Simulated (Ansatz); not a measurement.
# Memory against size: bare YSe nanowire along [001] (144 atoms) repeated, support functions

The cell holds 144 atoms: 72 Y and 72 Se. Its edges and angles: a = 23.258 Å, b = 23.258 Å, c = 11.406 Å, α = 90.0°, β = 90.0°, γ = 90.0°. It derives from YSe (rock-salt). Square section of size parameter 8.03 Å cut from rock-salt YSe (a = 5.703 Å) along [001], 2 periods, 9 Å of vacuum; not relaxed, displaced by a Gaussian of 0.02 Å. Vacuum lies along a and b. The structure repeats along c.

Calculated with Ansatz 0.2.0: Kohn-Sham DFT, r2SCAN, PAW (set soft_2), localised support functions (medium); the typed cell is repeated and solved at Γ on 1 × NVIDIA H100 80GB HBM3 with 5 threads of AMD EPYC 7R13 (Zen 3), shared host.

| atoms | memory planned on the GPU (GiB) | repeats | SCF cycles |
| --- | --- | --- | --- |
| 144 | 13.6 | 1×1×1 | 67 |
| 288 | 24.8 | 1×1×2 | 27 |
| 576 | 31.4 | 1×1×4 | 36 |
| 1008 | ? | ? | ? |

**Question.** Fit a power law of the atom count to the rows given and extrapolate to the withheld row.

Worked fit:

A power law y = A x^b is a line in u = ln x and v = ln y.

```
u = ln x  v = ln y
 4.96981   2.61007
 5.66296   3.21084
 6.35611   3.44681
```

With n = 3: mean u = 5.66296, mean v = 3.08924, Σ(u − ū)² = 0.96091, Σ(u − ū)(v − v̄) = 0.57998. Slope b = 0.57998 / 0.96091 = 0.60358; intercept a = v̄ − b ū = -0.32880.

At the withheld row u = 6.916, v = a + b u = 3.845, and y = exp(v).

Prediction at 1008: 46.78 GiB. The run gave 43 GiB, so the fit is high by 3.8 GiB (8.8 % of the value).

The fitted exponent is 0.60. Between neighbouring rows, the withheld one included, the exponents are 0.87, 0.34 and 0.56, so one power law doesn't hold over the range. Among the rows given, the largest relative miss of the fit is at 288, by 2.8 GiB (11 %).

Limits: One run a row. Whether the card's size bounds the plan at the largest cells wasn't tested.

[Logs are printed without paths, hosts, clocks, repeated set-up lines and the standing remarks that a program may print on its own settings, such as how far it seeks lower states.]

[Hosts, paths, dates, database ids (printed as entryN), source tags and the programs' standing remarks are cut or masked in the printed files.]
